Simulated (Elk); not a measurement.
# Magnetic state of CsV2S2O from several starts

Wanted: the moments of CsV2S2O and the energy of each order that was tried.

Method: LDA (Perdew-Wang) with U = 4.10 eV, J = 0.90 eV on V d; all-electron APW+lo, Dirac cores, scalar-relativistic bands, in Elk 11.2.3 (patched build).

Report form: the programs' logs are mostly left out.

## (1) Set-up

Symmetry: P4/mmm, No. 123, tetragonal system. The conventional cell has a = 4.102 Å, b = 4.102 Å, c = 7.591 Å, α = 90.00°, β = 90.00°, γ = 90.00°. Cs has 8 S at 3.63 Å and 2 O at 3.80 Å nearest. Nearest to V lie 2 O at 2.05 Å and 4 S at 2.61 Å. Nearest to S lie 4 V at 2.61 Å and 4 Cs at 3.63 Å. O has 4 V at 2.05 Å and 2 Cs at 3.80 Å nearest. Farther neighbours and most contacts between anions are not listed.

The cell comes from a database of computed structures and need not be the stable phase.

The settings of this session are not all sound (see the inputs), so it shows what such settings give, not the properties of the crystal.

## (2) Start 1: ferro ++

The parallel start comes first: it fits the smallest cell, keeps the most symmetry and shows whether parallel moments form. A Hubbard U of customary size acts on the open shell; it was not fitted to this crystal.

Moments are seeded by fields in the spheres (the last three columns under atoms), set against the wanted direction and reduced each loop.

File elk.in:

```
tasks
  0

xctype
  3

rgkmax
  5.5

nempty
  12

swidth
  0.008

reducebf
  0.6

epsengy
  1e-05

maxscl
  100

lmaxi
  2

spinpol
  .true.

sppath
  './'

avec
  7.75114255771 0.00000000000 0.00000000000
  0.00000000000 7.75114255771 0.00000000000
  0.00000000000 0.00000000000 14.34549871686

atoms
  4
  'Cs.in'
  1
  0.0000000000 0.0000000000 0.5000000000   0.000000 0.000000 0.000000
  'V.in'
  2
  0.0000000000 0.5000000000 0.0000000000   0.000000 0.000000 -0.300000
  0.5000000000 0.0000000000 0.0000000000   0.000000 0.000000 -0.300000
  'S.in'
  2
  0.5000000000 0.5000000000 0.7881550000   0.000000 0.000000 0.000000
  0.5000000000 0.5000000000 0.2118450000   0.000000 0.000000 0.000000
  'O.in'
  1
  0.0000000000 0.0000000000 0.0000000000   0.000000 0.000000 0.000000

ngridk
  4 4 2

dft+u
  1 1
  2 2 0.150672 0.033074
```

The run is started by

```console
$ OMP_NUM_THREADS=4 elk
```

The job ended after 3 min (4 threads of Arm Neoverse V1, shared host; peak memory 0.42 GiB).

Spin moment in the muffin-tin sphere by atom:

```
atom  spin moment in the muffin-tin sphere (μB)
 Cs1                                       0.00
  V2                                       2.01
  V3                                       2.01
  S4                                      -0.01
  S5                                      -0.01
  O6                                       0.04
```

Read from the output:

```yaml
density_of_states_at_the_fermi_level: 1.641 states/eV/cell
moment_between_the_spheres: 0.7895 μB
magnetization: 4.835 μB
final_state: ferromagnetic
```

After 53 cycles the largest moment stands at 2.01 μB.

## (3) Start 2: antiferro +-

Another pattern of signs weighs the neighbour shells otherwise.

elk.in: that of step 2 with these lines changed.

```diff
@@ -46,3 +46,3 @@
   0.0000000000 0.5000000000 0.0000000000   0.000000 0.000000 -0.300000
-  0.5000000000 0.0000000000 0.0000000000   0.000000 0.000000 -0.300000
+  0.5000000000 0.0000000000 0.0000000000   0.000000 0.000000 0.300000
   'S.in'
```

The run is started by

```console
$ OMP_NUM_THREADS=4 elk
```

Wall time 2 min (4 threads); peak memory 0.41 GiB.

Spin moment in the muffin-tin sphere by atom:

```
atom  spin moment in the muffin-tin sphere (μB)
 Cs1                                       0.00
  V2                                       1.99
  V3                                      -1.99
  S4                                       0.00
  S5                                       0.00
  O6                                       0.00
```

Read from the output:

```yaml
density_of_states_at_the_fermi_level: 1.614 states/eV/cell
moment_between_the_spheres: 0 μB
magnetization: 0 μB
final_state: antiferromagnetic
```

It lies 169 meV a seeded atom under the first start, and its largest moment is 1.99 μB against 2.01 μB.

## (4) Start 3: no spin polarisation

This run holds no moments, which gives a state to set the others against.

elk.in: that of step 3 with these lines changed.

```diff
@@ -15,5 +15,2 @@
 
-reducebf
-  0.6
-
 epsengy
@@ -26,5 +23,2 @@
   2
-
-spinpol
-  .true.
 
@@ -45,4 +39,4 @@
   2
-  0.0000000000 0.5000000000 0.0000000000   0.000000 0.000000 -0.300000
-  0.5000000000 0.0000000000 0.0000000000   0.000000 0.000000 0.300000
+  0.0000000000 0.5000000000 0.0000000000   0.000000 0.000000 0.000000
+  0.5000000000 0.0000000000 0.0000000000   0.000000 0.000000 0.000000
   'S.in'
```

The run is started by

```console
$ OMP_NUM_THREADS=4 elk
```

Wall time 37 s (4 threads); peak memory 0.25 GiB; 2.2 min of CPU time.

This step gave:

- density of states at the Fermi level: 4.749 states/eV/cell
- final state: non-magnetic (no spin polarisation)

It lies 889 meV a seeded atom over the first start.

## (5) The states side by side

These are free energies at a smearing of 0.218 eV, so its entropy term is in the differences. They are divided by the number of seeded atoms, so that cells of unlike size compare.

Orders:

```
               start        final state  typed order kept  energy over the lowest (meV a seeded atom)  largest sphere moment (μB)  net moment (μB a primitive cell)  DOS at the Fermi level (states/eV a primitive cell)  mesh matched  CPU time (s)
            ferro ++      ferromagnetic               yes                                       169.4                       2.011                             4.835                                                1.641           yes         652.5
        antiferro +-  antiferromagnetic               yes                                           0                       1.992                                 0                                                1.614           yes         420.9
no spin polarisation       non-magnetic                 -                                        1059                           0                                 0                                                4.749           yes           132
```

## (6) Results

```
lowest state found                      : antiferromagnetic (typed antiferro +-)
largest site moment                     : 1.99 μB
next state                              : ferromagnetic, 169 meV a seeded atom higher
run without spin seeds, over the lowest : 1059 meV a seeded atom
```

The lowest state found is antiferromagnetic, reached from the start antiferro +-, with moments up to 1.99 μB. The next state costs 169 meV a seeded atom. Under a U a spinless open shell is left with part-filled orbitals, which the U penalises, so its energy is no clean measure of what the moments gain. This is the lowest of 3 finished starts, no proof of the ground state. Under a U a part-filled d shell can order its orbitals; no such lower state was searched for, and the cell's symmetry can forbid it.

[Logs and program files are shortened in this print: banners, set-up blocks, solver, clock and traceback lines can be left out without a mark of their own.]

[Logs are printed without paths, hosts, clocks, repeated set-up lines and the standing remarks that a program may print on its own settings, such as how far it seeks lower states.]

[Hosts, paths, dates, database ids (printed as entryN), source tags and the programs' standing remarks are cut or masked in the printed files.]

[Where a cell is said to come from a database of computed structures, the database is the Materials Project.]
